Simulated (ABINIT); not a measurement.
# RbGeH3 (Pm-3m): zone-centre phonons, part 4 of 4

Which modes does RbGeH3 (Pm-3m) have at the zone centre?

ABINIT 10.8.3; DFT PBE, scalar-relativistic, plane waves, PseudoDojo norm-conserving pseudopotentials.

So far. Step 7 (Linear response at Γ): The acoustic modes at Γ come out as far as 5.9 cm⁻¹ from zero, where they should vanish, a small numerical error. The lowest optical mode is imaginary, 1638i cm⁻¹, an instability at this level and on this k mesh. Step 8 (Zone-centre analysis): The rule moves no optical mode by more than 0.3 cm⁻¹. The relaxed cell has a = 4.158 Å (conventional setting).

The structure was built from a prototype and need not be the compound's stable phase.

### Step 9. Sum rules set otherwise (asr 0)

Without the rule the raw error of the acoustic modes shows.

anaddb.abi

```
ddb_filepath "gamma_DDB"
output_file "anaddb.abo"
outdata_prefix "anaddb"
asr 0
chneut 0
enunit 2
eivec 1
nph1l 1
qph1l 0.0 0.0 0.0 1.0
```

mrgddb.in

```
gamma_DDB
merged
2
dfpt_gammao_DDB
gso_DDB
```

On the command line:

```
mrgddb < mrgddb.in > mrgddb.log
OMP_NUM_THREADS=1 anaddb anaddb.abi > anaddb.log
```

anaddb.abo, the main output file:

```text
-outvars_anaddb: echo values of input variables ----------------------

 Miscellaneous information :
      enunit         2
       eivec         1
      chneut         0
 First list of wavevector (reduced coord.) :
       nph1l         1
       qph1l
                     0.00000000E+00  0.00000000E+00  0.00000000E+00    1.000E+00

================================================================================

 read the DDB information and perform some checks

  ==== Info on the Cryst% object ====
 Real(R)+Recip(G) space primitive vectors, cartesian coordinates (Bohr,Bohr^-1):
 R(1)=  7.8578288  0.0000000  0.0000000  G(1)=  0.1272616  0.0000000  0.0000000
 R(2)=  0.0000000  7.8578288  0.0000000  G(2)=  0.0000000  0.1272616  0.0000000
 R(3)=  0.0000000  0.0000000  7.8578288  G(3)=  0.0000000  0.0000000  0.1272616
 Unit cell volume ucvol=  4.8518536E+02 bohr^3
 Angles (23,13,12)=  9.00000000E+01  9.00000000E+01  9.00000000E+01 degrees
 Time-reversal symmetry is present
 Reduced atomic positions [iatom, xred, symbol]:
    1)    0.0000000  0.0000000  0.0000000  Rb
    2)    0.5000000  0.5000000  0.5000000  Ge
    3)    0.5000000  0.5000000  0.0000000   H
    4)    0.5000000  0.0000000  0.5000000   H
    5)    0.0000000  0.5000000  0.5000000   H

 DDB file with 3 blocks has been read.

================================================================================

 Treat the first list of vectors

  Phonon wavevector (reduced coordinates) :  0.00000  0.00000  0.00000
 Phonon energies in Hartree :
  -7.462306E-03 -7.462306E-03 -7.462306E-03  2.679211E-05  2.679211E-05
   2.679211E-05  4.933498E-04  4.933498E-04  4.933498E-04  3.072546E-03
   3.072546E-03  3.072546E-03  3.264294E-03  3.264294E-03  3.264294E-03
 Phonon energies in meV     :
- -2.030597E+02 -2.030597E+02 -2.030597E+02  7.290504E-01  7.290504E-01
-  7.290504E-01  1.342473E+01  1.342473E+01  1.342473E+01  8.360823E+01
-  8.360823E+01  8.360823E+01  8.882595E+01  8.882595E+01  8.882595E+01
 Phonon frequencies in cm-1    :
- -1.637787E+03 -1.637787E+03 -1.637787E+03  5.880188E+00  5.880188E+00
-  5.880188E+00  1.082778E+02  1.082778E+02  1.082778E+02  6.743459E+02
-  6.743459E+02  6.743459E+02  7.164296E+02  7.164296E+02  7.164296E+02
 Phonon frequencies in Thz     :
- -4.909962E+01 -4.909962E+01 -4.909962E+01  1.762836E-01  1.762836E-01
-  1.762836E-01  3.246086E+00  3.246086E+00  3.246086E+00  2.021638E+01
-  2.021638E+01  2.021638E+01  2.147802E+01  2.147802E+01  2.147802E+01
 Phonon energies in Kelvin  :
- -2.356410E+03 -2.356410E+03 -2.356410E+03  8.460278E+00  8.460278E+00
-  8.460279E+00  1.557876E+02  1.557876E+02  1.557876E+02  9.702333E+02
-  9.702333E+02  9.702333E+02  1.030782E+03  1.030782E+03  1.030782E+03

 Eigendisplacements
 (will be given, for each mode : in cartesian coordinates
   for each atom the real part of the displacement vector,
   then the imaginary part of the displacement vector - absolute values smaller than 1.0d-7 are set to zero)
  Mode number    1   Energy   -7.462306E-03
 Attention : low frequency mode.
   (Could be unstable or acoustic mode)
-  1  2.72210295E-05  0.00000000E+00  0.00000000E+00
-     0.00000000E+00  0.00000000E+00  0.00000000E+00
-  2  2.69124293E-04  0.00000000E+00  0.00000000E+00
-     0.00000000E+00  0.00000000E+00  0.00000000E+00
-  3  7.47962450E-04  0.00000000E+00  0.00000000E+00
-     0.00000000E+00  0.00000000E+00  0.00000000E+00
-  4  7.47962450E-04 -2.46963366E-06  0.00000000E+00
-     0.00000000E+00  0.00000000E+00  0.00000000E+00
-  5 -2.31917917E-02  0.00000000E+00  0.00000000E+00
-     0.00000000E+00  0.00000000E+00  0.00000000E+00
  Mode number    2   Energy   -7.462306E-03
 Attention : low frequency mode.
   (Could be unstable or acoustic mode)
-  1  0.00000000E+00 -2.72210295E-05  0.00000000E+00
-     0.00000000E+00  0.00000000E+00  0.00000000E+00
-  2  0.00000000E+00 -2.69124293E-04  0.00000000E+00
-     0.00000000E+00  0.00000000E+00  0.00000000E+00
-  3  0.00000000E+00 -7.47962450E-04  0.00000000E+00
-     0.00000000E+00  0.00000000E+00  0.00000000E+00
-  4  0.00000000E+00  2.31917917E-02  0.00000000E+00
-     0.00000000E+00  0.00000000E+00  0.00000000E+00
-  5 -2.46963366E-06 -7.47962450E-04  0.00000000E+00
-     0.00000000E+00  0.00000000E+00  0.00000000E+00
  Mode number    3   Energy   -7.462306E-03
 Attention : low frequency mode.
   (Could be unstable or acoustic mode)
-  1  0.00000000E+00  0.00000000E+00  2.72210297E-05
-     0.00000000E+00  0.00000000E+00  0.00000000E+00
-  2  0.00000000E+00  0.00000000E+00  2.69124295E-04
-     0.00000000E+00  0.00000000E+00  0.00000000E+00
-  3  0.00000000E+00  0.00000000E+00 -2.31917918E-02
-     0.00000000E+00  0.00000000E+00  0.00000000E+00
-  4  0.00000000E+00  0.00000000E+00  7.47962454E-04
-     0.00000000E+00  0.00000000E+00  0.00000000E+00
-  5  0.00000000E+00  0.00000000E+00  7.47962454E-04
-     0.00000000E+00  0.00000000E+00  0.00000000E+00
  Mode number    4   Energy    2.679211E-05
-  1  0.00000000E+00  0.00000000E+00  1.82800566E-03
-     0.00000000E+00  0.00000000E+00  0.00000000E+00
-  2  0.00000000E+00  0.00000000E+00  1.86491763E-03
-     0.00000000E+00  0.00000000E+00  0.00000000E+00
-  3  0.00000000E+00  0.00000000E+00  1.86075513E-03
-     0.00000000E+00  0.00000000E+00  0.00000000E+00
-  4  0.00000000E+00  0.00000000E+00  1.85795272E-03
-     0.00000000E+00  0.00000000E+00  0.00000000E+00
-  5  0.00000000E+00  0.00000000E+00  1.85795272E-03
-     0.00000000E+00  0.00000000E+00  0.00000000E+00
  Mode number    5   Energy    2.679211E-05
-  1  3.86596216E-07  1.82800562E-03  0.00000000E+00
-     0.00000000E+00  0.00000000E+00  0.00000000E+00
-  2  3.94402553E-07  1.86491759E-03  0.00000000E+00
-     0.00000000E+00  0.00000000E+00  0.00000000E+00
-  3  3.92929576E-07  1.85795268E-03  0.00000000E+00
-     0.00000000E+00  0.00000000E+00  0.00000000E+00
-  4  3.92929576E-07  1.86075509E-03  0.00000000E+00
-     0.00000000E+00  0.00000000E+00  0.00000000E+00
-  5  3.93522245E-07  1.85795268E-03  0.00000000E+00
-     0.00000000E+00  0.00000000E+00  0.00000000E+00
  Mode number    6   Energy    2.679211E-05
-  1  1.82800562E-03 -3.86595142E-07  0.00000000E+00
-     0.00000000E+00  0.00000000E+00  0.00000000E+00
-  2  1.86491759E-03 -3.94401457E-07  0.00000000E+00
-     0.00000000E+00  0.00000000E+00  0.00000000E+00
-  3  1.85795268E-03 -3.92928484E-07  0.00000000E+00
-     0.00000000E+00  0.00000000E+00  0.00000000E+00
-  4  1.85795268E-03 -3.93521152E-07  0.00000000E+00
-     0.00000000E+00  0.00000000E+00  0.00000000E+00
-  5  1.86075509E-03 -3.92928484E-07  0.00000000E+00
-     0.00000000E+00  0.00000000E+00  0.00000000E+00
  Mode number    7   Energy    4.933498E-04
-  1  0.00000000E+00  1.40491702E-07 -1.75181503E-03
-     0.00000000E+00  0.00000000E+00  0.00000000E+00
-  2  0.00000000E+00 -1.57828073E-07  1.96798521E-03
-     0.00000000E+00  0.00000000E+00  0.00000000E+00
-  3  0.00000000E+00  0.00000000E+00  1.54501182E-03
-     0.00000000E+00  0.00000000E+00  0.00000000E+00
-  4  0.00000000E+00 -1.23906540E-07  1.15075102E-03
-     0.00000000E+00  0.00000000E+00  0.00000000E+00
-  5  0.00000000E+00  0.00000000E+00  1.15075102E-03
-     0.00000000E+00  0.00000000E+00  0.00000000E+00
  Mode number    8   Energy    4.933498E-04
-  1  0.00000000E+00 -1.75181503E-03 -1.40491690E-07
-     0.00000000E+00  0.00000000E+00  0.00000000E+00
-  2  0.00000000E+00  1.96798521E-03  1.57828060E-07
-     0.00000000E+00  0.00000000E+00  0.00000000E+00
-  3  0.00000000E+00  1.15075102E-03  1.23906530E-07
-     0.00000000E+00  0.00000000E+00  0.00000000E+00
-  4  0.00000000E+00  1.54501182E-03  0.00000000E+00
-     0.00000000E+00  0.00000000E+00  0.00000000E+00
-  5  0.00000000E+00  1.15075102E-03  0.00000000E+00
-     0.00000000E+00  0.00000000E+00  0.00000000E+00
  Mode number    9   Energy    4.933498E-04
-  1  1.75181503E-03  0.00000000E+00  0.00000000E+00
-     0.00000000E+00  0.00000000E+00  0.00000000E+00
-  2 -1.96798521E-03  0.00000000E+00  0.00000000E+00
-     0.00000000E+00  0.00000000E+00  0.00000000E+00
-  3 -1.15075103E-03  0.00000000E+00  0.00000000E+00
-     0.00000000E+00  0.00000000E+00  0.00000000E+00
-  4 -1.15075103E-03  0.00000000E+00  0.00000000E+00
-     0.00000000E+00  0.00000000E+00  0.00000000E+00
-  5 -1.54501182E-03  0.00000000E+00  0.00000000E+00
-     0.00000000E+00  0.00000000E+00  0.00000000E+00
  Mode number   10   Energy    3.072546E-03
-  1  0.00000000E+00  0.00000000E+00  0.00000000E+00
-     0.00000000E+00  0.00000000E+00  0.00000000E+00
-  2  0.00000000E+00  0.00000000E+00  0.00000000E+00
-     0.00000000E+00  0.00000000E+00  0.00000000E+00
-  3  0.00000000E+00  1.49749080E-06  0.00000000E+00
-     0.00000000E+00  0.00000000E+00  0.00000000E+00
-  4  0.00000000E+00  0.00000000E+00  1.64963404E-02
-     0.00000000E+00  0.00000000E+00  0.00000000E+00
-  5  0.00000000E+00 -1.49749080E-06 -1.64963404E-02
-     0.00000000E+00  0.00000000E+00  0.00000000E+00
  Mode number   11   Energy    3.072546E-03
-  1  0.00000000E+00  0.00000000E+00  0.00000000E+00
-     0.00000000E+00  0.00000000E+00  0.00000000E+00
-  2  0.00000000E+00  0.00000000E+00  0.00000000E+00
-     0.00000000E+00  0.00000000E+00  0.00000000E+00
-  3  2.34101592E-06 -1.64963402E-02  0.00000000E+00
-     0.00000000E+00  0.00000000E+00  0.00000000E+00
-  4 -2.34101592E-06  0.00000000E+00  1.49749081E-06
-     0.00000000E+00  0.00000000E+00  0.00000000E+00
-  5  0.00000000E+00  1.64963402E-02 -1.49749081E-06
-     0.00000000E+00  0.00000000E+00  0.00000000E+00
  Mode number   12   Energy    3.072546E-03
-  1  0.00000000E+00  0.00000000E+00  0.00000000E+00
-     0.00000000E+00  0.00000000E+00  0.00000000E+00
-  2  0.00000000E+00  0.00000000E+00  0.00000000E+00
-     0.00000000E+00  0.00000000E+00  0.00000000E+00
-  3  1.64963403E-02  2.34101593E-06  0.00000000E+00
-     0.00000000E+00  0.00000000E+00  0.00000000E+00
-  4 -1.64963403E-02  0.00000000E+00  0.00000000E+00
-     0.00000000E+00  0.00000000E+00  0.00000000E+00
-  5  0.00000000E+00 -2.34101593E-06  0.00000000E+00
-     0.00000000E+00  0.00000000E+00  0.00000000E+00
  Mode number   13   Energy    3.264294E-03
-  1  0.00000000E+00  0.00000000E+00 -8.57610588E-05
-     0.00000000E+00  0.00000000E+00  0.00000000E+00
-  2  0.00000000E+00  0.00000000E+00 -3.63104630E-04
-     0.00000000E+00  0.00000000E+00  0.00000000E+00
-  3  0.00000000E+00 -3.76500851E-07  7.41496637E-04
-     0.00000000E+00  0.00000000E+00  0.00000000E+00
-  4  0.00000000E+00  0.00000000E+00  1.63338172E-02
-     0.00000000E+00  0.00000000E+00  0.00000000E+00
-  5  0.00000000E+00 -3.76500851E-07  1.63338172E-02
-     0.00000000E+00  0.00000000E+00  0.00000000E+00
  Mode number   14   Energy    3.264294E-03
-  1  0.00000000E+00  8.57610588E-05  0.00000000E+00
-     0.00000000E+00  0.00000000E+00  0.00000000E+00
-  2  0.00000000E+00  3.63104630E-04  0.00000000E+00
-     0.00000000E+00  0.00000000E+00  0.00000000E+00
-  3 -1.21216474E-07 -1.63338172E-02  0.00000000E+00
-     0.00000000E+00  0.00000000E+00  0.00000000E+00
-  4 -1.21216474E-07 -7.41496637E-04 -3.76501143E-07
-     0.00000000E+00  0.00000000E+00  0.00000000E+00
-  5  0.00000000E+00 -1.63338172E-02 -3.76501143E-07
-     0.00000000E+00  0.00000000E+00  0.00000000E+00
  Mode number   15   Energy    3.264294E-03
-  1  8.57610588E-05  0.00000000E+00  0.00000000E+00
-     0.00000000E+00  0.00000000E+00  0.00000000E+00
-  2  3.63104631E-04  0.00000000E+00  0.00000000E+00
-     0.00000000E+00  0.00000000E+00  0.00000000E+00
-  3 -1.63338172E-02  1.21217381E-07  0.00000000E+00
-     0.00000000E+00  0.00000000E+00  0.00000000E+00
-  4 -1.63338172E-02  0.00000000E+00  0.00000000E+00
-     0.00000000E+00  0.00000000E+00  0.00000000E+00
-  5 -7.41496637E-04  1.21217381E-07  0.00000000E+00
-     0.00000000E+00  0.00000000E+00  0.00000000E+00

 Analysis of degeneracies and characters (maximum tolerance=1.00E-06 a.u.)
 For each vibration mode, or group of modes if degenerate,
 the characters are given for each symmetry operation (see the list in the log file).
 Symmetry characters of vibration mode #   1
       degenerate with vibration modes #   2 to    3
  3.0 -3.0 -1.0  1.0 -1.0  1.0 -1.0  1.0  1.0 -1.0 -1.0  1.0  1.0 -1.0 -1.0  1.0
  0.0 -0.0  0.0 -0.0 -0.0  0.0 -0.0  0.0  1.0 -1.0 -1.0  1.0 -1.0  1.0  1.0 -1.0
  0.0 -0.0 -0.0  0.0 -0.0  0.0  0.0 -0.0  1.0 -1.0  1.0 -1.0 -1.0  1.0 -1.0  1.0
 Symmetry characters of vibration mode #   4
       degenerate with vibration modes #   5 to    6
  3.0 -3.0 -1.0  1.0 -1.0  1.0 -1.0  1.0  1.0 -1.0 -1.0  1.0  1.0 -1.0 -1.0  1.0
 -0.0  0.0 -0.0  0.0  0.0 -0.0  0.0 -0.0  1.0 -1.0 -1.0  1.0 -1.0  1.0  1.0 -1.0
 -0.0  0.0  0.0 -0.0  0.0 -0.0 -0.0  0.0  1.0 -1.0  1.0 -1.0 -1.0  1.0 -1.0  1.0
 Symmetry characters of vibration mode #   7
       degenerate with vibration modes #   8 to    9
  3.0 -3.0 -1.0  1.0 -1.0  1.0 -1.0  1.0  1.0 -1.0 -1.0  1.0  1.0 -1.0 -1.0  1.0
  0.0 -0.0  0.0 -0.0 -0.0  0.0 -0.0  0.0  1.0 -1.0 -1.0  1.0 -1.0  1.0  1.0 -1.0
  0.0 -0.0 -0.0  0.0 -0.0  0.0  0.0 -0.0  1.0 -1.0  1.0 -1.0 -1.0  1.0 -1.0  1.0
 Symmetry characters of vibration mode #  10
       degenerate with vibration modes #  11 to   12
  3.0 -3.0 -1.0  1.0 -1.0  1.0 -1.0  1.0 -1.0  1.0  1.0 -1.0 -1.0  1.0  1.0 -1.0
  0.0 -0.0 -0.0  0.0  0.0 -0.0 -0.0  0.0 -1.0  1.0  1.0 -1.0  1.0 -1.0 -1.0  1.0
  0.0 -0.0  0.0 -0.0 -0.0  0.0 -0.0  0.0 -1.0  1.0 -1.0  1.0  1.0 -1.0  1.0 -1.0
 Symmetry characters of vibration mode #  13
       degenerate with vibration modes #  14 to   15
  3.0 -3.0 -1.0  1.0 -1.0  1.0 -1.0  1.0  1.0 -1.0 -1.0  1.0  1.0 -1.0 -1.0  1.0
 -0.0  0.0 -0.0  0.0  0.0 -0.0  0.0 -0.0  1.0 -1.0 -1.0  1.0 -1.0  1.0  1.0 -1.0
 -0.0  0.0  0.0 -0.0  0.0 -0.0 -0.0  0.0  1.0 -1.0  1.0 -1.0 -1.0  1.0 -1.0  1.0
-
```

It took 0.6 s on 1 thread of Arm Neoverse N1, shared host.

This step gave:

| Property | Result |
| --- | --- |
| highest optical zone-centre mode (no LO-TO term) | 716.4 cm⁻¹ |

Zone-centre frequencies as printed; negative means imaginary. Modes:

| mode | frequency (cm⁻¹) |
| --- | --- |
| 1 | -1638 |
| 2 | -1638 |
| 3 | -1638 |
| 4 | 5.88 |
| 5 | 5.88 |
| 6 | 5.88 |
| 7 | 108.3 |
| 8 | 108.3 |
| 9 | 108.3 |
| 10 | 674.4 |
| 11 | 674.4 |
| 12 | 674.4 |
| 13 | 716.4 |
| 14 | 716.4 |
| 15 | 716.4 |

### Step 10. Results

```json
{"space group after relaxation": "Pm-3m", "volume per atom": "14.4 Å³", "highest optical zone-centre mode (no LO-TO term)": "716.7 cm⁻¹", "lowest optical zone-centre mode": "-1638 cm⁻¹", "imaginary optical modes at the zone centre (no q mesh in this session)": "yes"}
```

What this shows: At the PBE level the optical modes of RbGeH3 (Pm-3m) at the zone centre run from 1638i to 717 cm⁻¹, so the structure is a saddle point, with 3 modes beyond 10i cm⁻¹ there. These are harmonic frequencies at zero temperature: anharmonic shifts and linewidths and thermal expansion are left out. In a metal the frequencies hang on the k mesh and the smearing, most of all near Kohn anomalies. The structure is a hypothetical one, built on a prototype.

[Host names and launcher messages were left out of these logs when they were recorded.]

[Logs are printed without paths, hosts, clocks, repeated set-up lines and the standing remarks that a program may print on its own settings, such as how far it seeks lower states.]

[Hosts, paths, dates, database ids (printed as entryN), source tags and the programs' standing remarks are cut or masked in the printed files.]
